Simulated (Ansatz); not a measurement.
## Lattice dynamics of TaCuN2 (R-3m)

The cell of TaCuN2 (R-3m) is at rest. What are its phonons?

Program: Ansatz 0.2.0. Level of theory: DFT PBEsol, scalar-relativistic, plane waves, PAW. Results are calculated unless marked as measured.

## Step 1: Starting point

Symmetry: R-3m, No. 166, trigonal system. Conventional cell: a = 3.122 Å, b = 3.122 Å, c = 17.342 Å, α = 90.00°, β = 90.00°, γ = 120.00°. Ta has 6 N at 2.09 Å nearest. Cu has 2 N at 1.83 Å nearest. Nearest to N lie 1 Cu at 1.83 Å and 3 Ta at 2.09 Å. Farther neighbours and most contacts between anions are not listed.

## Step 2: Linear response at the zone centre

The cell comes from relaxations at this level that are not shown. The zone centre is the only wavevector solved here; it holds the modes that light can see, as far as symmetry allows. The response to a homogeneous field gives the Born charges and the dielectric tensor.

Input file input.yaml:

```yaml
crystal:
  lattice:
    - [1.5608105183, 0.9011343729, 5.7806857067]
    - [-1.5608105183, 0.9011343729, 5.7806857067]
    - [0.0, -1.8022687458, 5.7806857067]
  atoms:
    - { symbol: Ta, position: [0.5, 0.5, 0.5] }
    - { symbol: Cu, position: [0.0, 0.0, 0.0] }
    - { symbol: "N", position: [0.1055693323, 0.1055693323, 0.1055693323] }
    - { symbol: "N", position: [0.8944306677, 0.8944306677, 0.8944306677] }
kpoints:
  mp_grid: { grid: [12, 12, 12] }
hamiltonian:
  xc: pbesol
scf:
  occupations: { method: fixed }
output:
  eigenvalues: true
phonons:
  method: dfpt
  dielectric: true
  rigid_motions: translations
```

Launch:

```bash
> ansatz run input.yaml --threads 4 --pin off --max-ram 7168MiB --backend cpu --events-out ev --progress --plain --runs-dir out
```

Numbers of over 12 decimals in the logs are rounded to 6 here.

What it wrote:

```text
Engine: ansatz 0.2.0, aarch64-unknown-linux-gnu
Pseudopotentials: kind: paw
Pseudopotential: Ta, paw, valence charge 13, recommended cutoff 420 eV (normal), Ta.paw.azcp
Pseudopotential: Cu, paw, valence charge 19, recommended cutoff 420 eV (normal), Cu.paw.azcp
Pseudopotential: N, paw, valence charge 5, recommended cutoff 420 eV (normal), N.paw.azcp
Functional definition: PBEsol
  exchange = pbesol_x
  correlation = pbesol_c
Crystal: 4 atoms, lattice volume = 48.783 Å³
Basis set: ecut = 420 eV, 955 PW (Γ), exchange–correlation on 90×90×90 points (8 copies of the dense FFT grid, shifted against one another)
Bands: 26, of which v1, the nominal top of the filled ones, is band 21 counted from 1 (20 counted from 0)
Symmetry: 12 space group operations
k-points: 476 of 1728 (irreducible under 2 space group operations, time reversal used)
Non-local potential: Ta, projectors of the file, l = 0: 3, l = 1: 2, l = 2: 2, l = 3: 1
Non-local potential: Cu, projectors of the file, l = 0: 3, l = 1: 2, l = 2: 3, l = 3: 1
Non-local potential: N, projectors of the file, l = 0: 2, l = 1: 2, l = 2: 1
PAW form: soft (Blöchl's): semilocal exchange-correlation on the pseudo side does not see the compensation charge
PAW frozen core: Ta, regenerated for the run's functional, and the local potential with it (the file was generated under x = pbe(κ = 0.804, μ = 0.219515), c = pbe(β = 0.066725))
PAW frozen core: Cu, regenerated for the run's functional, and the local potential with it (the file was generated under x = pbe(κ = 0.804, μ = 0.219515), c = pbe(β = 0.066725))
PAW frozen core: N, regenerated for the run's functional, and the local potential with it (the file was generated under x = pbe(κ = 0.804, μ = 0.219515), c = pbe(β = 0.066725))
PAW one-centre angular grid: Ta, 590 points (default); XC on 64 Gauss nodes
PAW one-centre angular grid: Cu, 590 points (default); XC on 64 Gauss nodes
PAW one-centre angular grid: N, 110 points (default); XC on 64 Gauss nodes
Initial density: superposition of atomic densities (neutral atoms: chi_scale 0, normalization atom), corrected by the library's trained network
Initial wavefunctions: pseudopotential atomic-orbital guess
Functional: x = pbesol(κ = 0.804, μ = 0.123457), c = pbesol(β = 0.046)
SCF iter   1: F=—  HF=-17154.688944 eV  |F-HF|=—  |Δ(HF+E_count)|=         —  Δρ=1.54e-2  dr2=1.01e-1  ethr=1.77e-3  ⟨swp⟩=4.8  Hψ=44555  notcnv=0  defer=1177
preconditioner: auto → none  [insulator: Δε(μ)=0.238 eV  Ē_g=8.531 eV  n_scr=16 (ndim 8)  ℏωp=27.1 eV  f_vac=0.001  ε∞_Penn≈11.1]
SCF iter   2: F=—  HF=-17154.706736 eV  |F-HF|=—  |Δ(HF+E_count)|=   1.78e-2  Δρ=2.04e-2  dr2=2.14e-1  ethr=2.40e-4  ⟨swp⟩=2.0  Hψ=23177  notcnv=0  defer=1388
SCF iter   3: F=—  HF=-17154.669620 eV  |F-HF|=—  |Δ(HF+E_count)|=   3.71e-2  Δρ=3.10e-3  dr2=5.26e-3  ethr=2.40e-4  ⟨swp⟩=2.0  Hψ=17571  notcnv=0  defer=1399
SCF iter   4: F=—  HF=-17154.668522 eV  |F-HF|=—  |Δ(HF+E_count)|=   1.10e-3  Δρ=1.39e-3  dr2=5.21e-4  ethr=1.25e-5  ⟨swp⟩=2.4  Hψ=19783  notcnv=0  defer=1428
SCF iter   5: F=—  HF=-17154.668472 eV  |F-HF|=—  |Δ(HF+E_count)|=   5.01e-5  Δρ=5.74e-4  dr2=7.67e-5  ethr=1.24e-6  ⟨swp⟩=2.1  Hψ=17567  notcnv=0  defer=1241
SCF iter   6: F=—  HF=-17154.668468 eV  |F-HF|=—  |Δ(HF+E_count)|=   3.36e-6  Δρ=1.45e-4  dr2=4.91e-6  ethr=1.83e-7  ⟨swp⟩=2.0  Hψ=17116  notcnv=0  defer=476
SCF iter   7: F=—  HF=-17154.668467 eV  |F-HF|=—  |Δ(HF+E_count)|=   1.43e-6  Δρ=2.06e-5  dr2=1.88e-7  ethr=1.17e-8  ⟨swp⟩=2.0  Hψ=19184  notcnv=0  defer=476
SCF iter   8: F=—  HF=-17154.668403 eV  |F-HF|=—  |Δ(HF+E_count)|=   6.35e-5  Δρ=4.89e-6  dr2=5.36e-9  ethr=4.47e-10  ⟨swp⟩=2.0  Hψ=18068  notcnv=0  defer=476
SCF iter   9: F=—  HF=-17154.668403 eV  |F-HF|=—  |Δ(HF+E_count)|=   1.07e-9  Δρ=8.03e-7  dr2=1.50e-10  ethr=1.28e-11  ⟨swp⟩=2.7  Hψ=19268  notcnv=0  defer=476
SCF iter  10: F=-17154.668403 eV  HF=-17154.668403 eV  |F-HF|=1.09e-11  |Δ(HF+E_count)|=  2.91e-11  Δρ=9.14e-8  dr2=1.70e-12  ethr=1.00e-12  ⟨swp⟩=11.5  Hψ=64230  notcnv=0
SCF 1 converged in 10 iterations: F = -17154.668403 eV  dr2 = 1.70e-12
  greatest PAW one-centre occupation: 1.000 electrons in one spin orbital (limit 2), on the Cu atom at site 1 (counted from 0), in its partial waves of l = 0
NSCF: frozen V_eff on 5 k-points
DFPT response loops at Γ: preconditioner auto → Resta (q_TF=auto, 2.661 Å⁻¹)  ε∞=12.7 (no band partly filled); β = 1.00, the filter's whole step (`scf.mixing.beta` (0.50) is not read by the response loops at its default; to damp them type it under 1.00, their step now; it binds the ground state too); Broyden in place of MSR1
── the response to a field inside a basis, on 16×16×16 k-points: an SCF that follows is theirs, and a resumed run solves both again ──
Bands: 22, of which v1, the nominal top of the filled ones, is band 21 counted from 1 (20 counted from 0)
k-points: 408
Initial density: handed on by an earlier stage of this run
Initial wavefunctions: pseudopotential atomic-orbital guess (no wavefunctions were taken with the density)
Eigensolver: Dense (408 Hₖ)
SCF iter   1: F=—  HF=-17154.661631 eV  |F-HF|=—  |Δ(HF+E_count)|=         —  Δρ=3.09e-4  dr2=7.93e-6  ethr=1.00e-1
preconditioner: auto → none  [insulator: Δε(μ)=0.388 eV  Ē_g=6.309 eV  n_scr=16 (ndim 8)  ℏωp=27.1 eV  f_vac=0.000  ε∞_Penn≈19.5]
SCF iter   2: F=—  HF=-17154.661637 eV  |F-HF|=—  |Δ(HF+E_count)|=   5.59e-6  Δρ=2.99e-4  dr2=2.58e-5  ethr=1.89e-8
SCF iter   3: F=—  HF=-17154.661653 eV  |F-HF|=—  |Δ(HF+E_count)|=   1.64e-5  Δρ=5.08e-4  dr2=1.03e-4  ethr=1.89e-8  recentre
SCF iter   4: F=—  HF=-17154.661636 eV  |F-HF|=—  |Δ(HF+E_count)|=   1.68e-5  Δρ=6.17e-5  dr2=2.68e-6  ethr=1.89e-8
SCF iter   5: F=-17154.661636 eV  HF=-17154.661636 eV  |F-HF|=1.88e-8  |Δ(HF+E_count)|=   3.89e-7  Δρ=1.51e-5  dr2=3.15e-8  ethr=6.39e-9
SCF 1 converged in 5 iterations: F = -17154.661636 eV  dr2 = 3.15e-8
DFPT response loops at Γ: preconditioner auto → Resta (q_TF=auto, 2.661 Å⁻¹)  ε∞=12.4 (no band partly filled); β = 1.00, the filter's whole step (`scf.mixing.beta` (0.50) is not read by the response loops at its default; to damp them type it under 1.00, their step now; it binds the ground state too); Broyden in place of MSR1
WARN: field response: ε∞ stands inside a basis, on 16×16×16 points; the force constants stand on the 12×12×12 k-mesh, whose period is 12.73 times the interband length at k = (0.0000, 0.0000, -0.5000), direct gap 0.762 eV, under 14: take them and everything formed from them as unconverged, and compare with a denser kpoints.mp_grid
SCF converged after 10 iterations
Free energy (F): -17154.668403 eV
Harris-Foulkes:  -17154.668403 eV  (|F-HF|=1.09e-11)
Internal energy: -17154.668403 eV  (E = F + TS)
E sigma→0 (E₀):  -17154.668403 eV
Fermi energy:    13.142378 eV
--- Per-component energies (eV) ---
  E_band       = -566.147996
  E_kinetic    = 925.433488
  E_local      = -6043.960734  (includes V_loc(G=0)·N_el)
  E_nonlocal   = 502.803536
  E_hartree    = 2562.591851
  E_xc         = -423.607289
  E_vxc        = -469.249635  (∫ρ·V_xc dr)
  E_paw        = -10145.736733  (= ΣΔE_a)
  E_vpaw       = -606.359028  (= ΣTr[D̂ρ^β])
  E_aug_tail   = 0.000581  (compensation charges beyond the density's cutoff)
  E_ewald      = -4532.669152
  E_core_change = 0.476046  (= ΣΔE_core)
  E_smearing   = -0.000000  (= −TS)
  E_closure    = -0.000000  (closes the sum)
  Σ components = -17154.668403   (vs F -17154.668403, Δ=0.00e0)
--- Band table (eV; the first three rows and the last of 476) ---
  k-point 0: bands = [... 17 lower, 11.2839, 11.2839, 12.0746, 12.0746, 14.3738, 14.3738, 14.6346, 17.5216, ... 1 higher]
  k-point 1: bands = [... 17 lower, 11.2549, 11.3580, 11.6327, 11.8380, 14.5138, 14.7132, 14.7263, 17.6634, ... 1 higher]
  k-point 2: bands = [... 17 lower, 11.2137, 11.2538, 11.6516, 11.7247, 14.5861, 14.9879, 15.4195, 17.9146, ... 1 higher]
  k-point 475: bands = [... 17 lower, 11.1302, 11.1302, 13.1424, 13.1424, 14.3056, 14.3056, 16.0725, 17.8481, ... 1 higher]
--- Phonons (Γ-DFPT): 6 representative perturbations + reference, on 476 of 1728 k-points (Σ response iterations 22) ---
  k mesh reduced under 2 symmetry operations, with k and −k counted as one. Each operation leaves every solved perturbation unchanged. A smaller set is not considered because the run solves the response to a homogeneous field
  ASR residual: 6.285e-5 → 0.000e0 eV/Å²; symmetrization residual: 3.445e-6 eV/Å²
  ASR residual per site (eV/Å²): 1.20e-5 6.29e-5 1.07e-5 1.07e-5
  Γ frequencies (cm⁻¹): 0.00 0.00 0.00 70.52 70.52 198.24 198.24 242.13 515.72 515.72 662.50 789.67
  ε∞ (high-frequency dielectric tensor):
       17.555292     0.000000     0.000000
        0.000000    17.555292    -0.000000
        0.000000    -0.000000    14.272227
  ε⁰ (static dielectric tensor: ions relaxed, cell fixed):
      138.490138     0.000000    -0.000000
        0.000000   138.490138    -0.000000
       -0.000000    -0.000000    20.002907
  ε⁰ − ε∞ (ionic part):
      120.934846     0.000000    -0.000000
        0.000000   120.934846    -0.000000
       -0.000000    -0.000000     5.730680
  softest optical mode at Γ: 70.52 cm⁻¹; the repairs (sum rule, projections) moved no ω² at Γ by more than (1.04 cm⁻¹)²
  Born effective charges Z* (e; rows j = field, columns β = displacement):
    site 0:
         9.19259   -0.00000   -0.00000
         0.00000    9.19259   -0.00000
        -0.00000    0.00000    4.98602
    site 1:
         0.57228    0.00000   -0.00000
         0.00000    0.57228    0.00000
         0.00000   -0.00000   -0.02744
    site 2:
        -4.88243   -0.00000    0.00000
         0.00000   -4.88243   -0.00000
        -0.00000    0.00000   -2.47929
    site 3:
        -4.88243   -0.00000    0.00000
         0.00000   -4.88243   -0.00000
         0.00000    0.00000   -2.47929
  Z* charge neutrality: 1.655e-3 e pre-enforcement
  solved inside a basis spanned on kpoints, on 16×16×16 k-points transformed towards the longest dipole: ε∞ is read to err by 7.6e-2, Z* by 7.2e-2 e (field_mesh: kpoints solves on kpoints); Z* is corrected for what the basis lacks
  optical modes at Γ without the LO–TO term, one row a degenerate level:
      ω (cm⁻¹)  modes    IR ((D/Å)²/amu)
         70.52      2             5.5875
        198.24      2           173.2529
        242.13      1             5.2587
        515.72      2             0.0000
        662.50      1            18.1602
        789.67      1             0.0000
  optical modes at Γ + LO–TO along q̂ = [1.0000, 0.0000, 0.0000]:
      ω (cm⁻¹)  modes    IR ((D/Å)²/amu)
         70.52      1             2.7937
         76.85      1             0.0490
        198.24      1            86.6265
        242.13      1             5.2587
        510.95      1            89.3712
        515.72      2             0.0000
        662.50      1            18.1602
        789.67      1             0.0000
  optical modes at Γ + LO–TO along q̂ = [0.0000, 1.0000, 0.0000]:
      ω (cm⁻¹)  modes    IR ((D/Å)²/amu)
         70.52      1             2.7937
         76.85      1             0.0490
        198.24      1            86.6265
        242.13      1             5.2587
        510.95      1            89.3712
        515.72      2             0.0000
        662.50      1            18.1602
        789.67      1             0.0000
  optical modes at Γ + LO–TO along q̂ = [0.0000, 0.0000, 1.0000]:
      ω (cm⁻¹)  modes    IR ((D/Å)²/amu)
         70.52      2             5.5875
        198.24      2           173.2529
        269.47      1             3.9435
        515.72      2             0.0000
        704.74      1            19.4754
        789.67      1             0.0000
```

The job ended after 14 min (4 threads of Arm Neoverse N1, shared host; peak memory 2.6 GiB; 47 min of CPU time).

In the SCF lines HF is the Harris–Foulkes energy and dr2 the Hartree energy of the density residual, in eV; the loop may stop once dr2 is under the threshold and the program's other checks hold. Hψ counts applications of the Hamiltonian.

Numbers from this step:

* gap on the k-mesh: 0.3744 eV
* volume per atom: 12.20 Å³
* sum-rule residual before enforcement: 6.29e-5 eV/Å²
* miss of the charge sum rule: 0.001655 e
* estimated error of the dielectric tensor: 0.07563
* estimated error of the Born charges: 0.07190 e
* point group: -3m
* highest optical mode at the zone centre (no LO-TO term): 789.7 cm⁻¹
* lowest optical zone-centre mode: 70.52 cm⁻¹
* mean high-frequency dielectric constant: 16.46
* largest Born charge (third of the trace): 7.790 e
* mean static dielectric constant: 98.99
* top of the zone-centre spectrum with the field: 789.7 cm⁻¹

Without the LO-TO term. Patterns of degenerate modes are one choice out of their space. The modes at Γ (shares of kinetic energy by element, %):

```tsv
mode	frequency (cm⁻¹)	symmetry	Ta %	Cu %	N %
1	0.0	acoustic	66	23	10
2	0.0	acoustic	66	23	10
3	0.0	acoustic	66	23	10
4	70.5	Eu	27	73	0
5	70.5	Eu	27	73	0
6	198.2	Eu	7	4	90
7	198.2	Eu	7	4	90
8	242.1	A2u	32	60	8
9	515.7	Eg	0	0	100
10	515.7	Eg	0	0	100
11	662.5	A2u	1	17	82
12	789.7	A1g	0	0	100
```

Displacements in mode 5 (70.5 cm⁻¹), the largest set to 1:
```
Ta1 -0.36  0.01  0.00
Cu2  1.00 -0.03  0.00
N3   0.05  0.00  0.00
N4   0.05  0.00  0.00
```

Displacements in mode 12 (789.7 cm⁻¹), the largest set to 1:
```
Ta1  0.00  0.00  0.00
Cu2  0.00  0.00  0.00
N3   0.00  0.00 -1.00
N4   0.00  0.00  1.00
```

Optical modes at the zone centre, without and with the macroscopic field of the longitudinal modes; each column is sorted by frequency, so a row need not hold one and the same mode. Modes with and without the field, by row:

```tsv
rank among optical modes	no field (cm⁻¹)	q along (1, 0, 0) (cm⁻¹)	q along (0, 0, 1) (cm⁻¹)
1	70.5	70.5	70.5
2	70.5	76.8	70.5
3	198.2	198.2	198.2
4	198.2	242.1	198.2
5	242.1	510.9	269.5
6	515.7	515.7	515.7
7	515.7	515.7	515.7
8	662.5	662.5	704.7
9	789.7	789.7	789.7
```

Born charge (rows field, columns displacement) (e), principal values of the symmetric part by kind of site:

```tsv
atom	atoms with these values	low	middle	high	mean
Ta1	1	4.99	9.19	9.19	7.79
Cu2	1	-0.03	0.57	0.57	0.37
N3	2	-4.88	-4.88	-2.48	-4.08
```

In full for Cu2:

```
 0.57  0.00  0.00
 0.00  0.57  0.00
 0.00  0.00 -0.03
```

High-frequency dielectric tensor:

```
17.56  0.00  0.00
 0.00 17.56  0.00
 0.00  0.00 14.27
```

Static dielectric tensor (ions relaxed, fixed cell):

```
138.5   0.0   0.0
  0.0 138.5   0.0
  0.0   0.0  20.0
```

Transverse modes. Infrared lines, with heights relative to the strongest:

```tsv
position (cm⁻¹)	label	relative intensity
70	Eu	3.2
198	Eu	100
242	A2u	3.0
516	Eg	0.0
662	A2u	10
790	A1g	0.0
```

Before it was imposed, the acoustic sum rule was missed by 6.3e-5 eV/Å² and the charge sum rule by 0.0017 e. Small misses are needed for a sound result but don't prove that mesh and cutoff are converged. The lowest optical mode is real, 70.5 cm⁻¹.

The log warns of the k mesh: “the force constants stand on the 12×12×12 k-mesh, whose period is 12.73 times the interband length at k = (0.0000, 0.0000, -0.5000), direct gap 0.762 eV, under 14: take them and everything formed from them as unconverged”.

## Step 3: Another isotope, element Cu, natural mass 63.546 amu

An isotope changes the mass and not the force constants, so no new electronic calculation is needed; the shifts show which modes move this element.

The same force constants with the mass of Cu changed from 63.546 to 64.928 u (phonopy, no LO-TO term). Both lists are sorted by frequency; levels can cross, so a row need not hold one and the same mode. Modes under 3 cm⁻¹ are left out. Isotope shifts, by row:

```tsv
q	rank	natural mass (cm⁻¹)	changed mass (cm⁻¹)
0 0 0	4	70.52	69.97
0 0 0	5	70.52	69.97
0 0 0	6	198.2	198.2
0 0 0	7	198.2	198.2
0 0 0	8	242.1	240.6
0 0 0	9	515.7	515.7
0 0 0	10	515.7	515.7
0 0 0	11	662.5	661.3
0 0 0	12	789.7	789.7
```

A mode of this element alone would shift by -1.07 %. The highest zone-centre frequency without the field goes from 789.7 to 789.7 cm⁻¹ (+0.0 %). The product of the frequency ratios over all optical modes at Γ is 0.976; the product rule, (m/m′)^(3k/2) (M′/M)^(3/2) with k = 1 such atoms and M the mass of the cell, gives 0.976.

## Step 4: Another isotope, element N, natural mass 14.007 amu

The same for N, from 14.01 to 15.00 u.

The same force constants with the mass of N changed from 14.007 to 15.000 u (phonopy, no LO-TO term). Both lists are sorted by frequency; levels can cross, so a row need not hold one and the same mode. Modes under 3 cm⁻¹ are left out. Isotope shifts, by row:

```tsv
q	rank	natural mass (cm⁻¹)	changed mass (cm⁻¹)
0 0 0	4	70.52	70.52
0 0 0	5	70.52	70.52
0 0 0	6	198.2	192.3
0 0 0	7	198.2	192.3
0 0 0	8	242.1	241.4
0 0 0	9	515.7	498.4
0 0 0	10	515.7	498.4
0 0 0	11	662.5	644.3
0 0 0	12	789.7	763.1
```

A mode of this element alone would shift by -3.37 %. The highest zone-centre frequency without the field goes from 789.7 to 763.1 cm⁻¹ (-3.4 %). The product of the frequency ratios over all optical modes at Γ is 0.823; the product rule, (m/m′)^(3k/2) (M′/M)^(3/2) with k = 2 such atoms and M the mass of the cell, gives 0.823.

## Step 5: Results

| Item | Value |
| --- | --- |
| space group (within 0.01 Å) | R-3m |
| volume per atom | 12.2 Å³ |
| gap on the k-mesh | 0.374 eV |
| highest optical mode at the zone centre (no LO-TO term) | 790 cm⁻¹ |
| top of the zone-centre spectrum with the field | 790 cm⁻¹ |
| lowest optical zone-centre mode | 70.5 cm⁻¹ |
| mean high-frequency dielectric constant | 16.5 |
| mean static dielectric constant | 99.0 |
| largest Born charge (third of the trace) | 7.79 e |
| imaginary modes at Γ (the only wavevector solved) | none |

**Reading.** The structure is stable against zone-centre distortions, since no mode there is imaginary; other wavevectors were not solved, so zone-boundary instabilities are untested. Without the field, the optical modes at Γ span 71 to 790 cm⁻¹. No dispersion was computed. The highest mode in this list at Γ, 789.7 cm⁻¹, is mostly motion of N (100 % of the kinetic energy). The macroscopic field leaves the top of the zone-centre spectrum where it is. Lattice motion raises the mean dielectric constant from 16.46 to 98.99. The strongest infrared line is at 198 cm⁻¹. With the field response the log warns that the k mesh is coarse for the force constants too, so the frequencies may not be converged. Spin-orbit coupling is left out, which can matter for the heavy elements here. These are harmonic frequencies at zero temperature: anharmonic shifts, linewidths and thermal expansion are left out.

[Logs are printed without paths, hosts, clocks, repeated set-up lines and the standing remarks that a program may print on its own settings, such as how far it seeks lower states.]

[Hosts, paths, dates, database ids (printed as entryN), source tags and the programs' standing remarks are cut or masked in the printed files.]
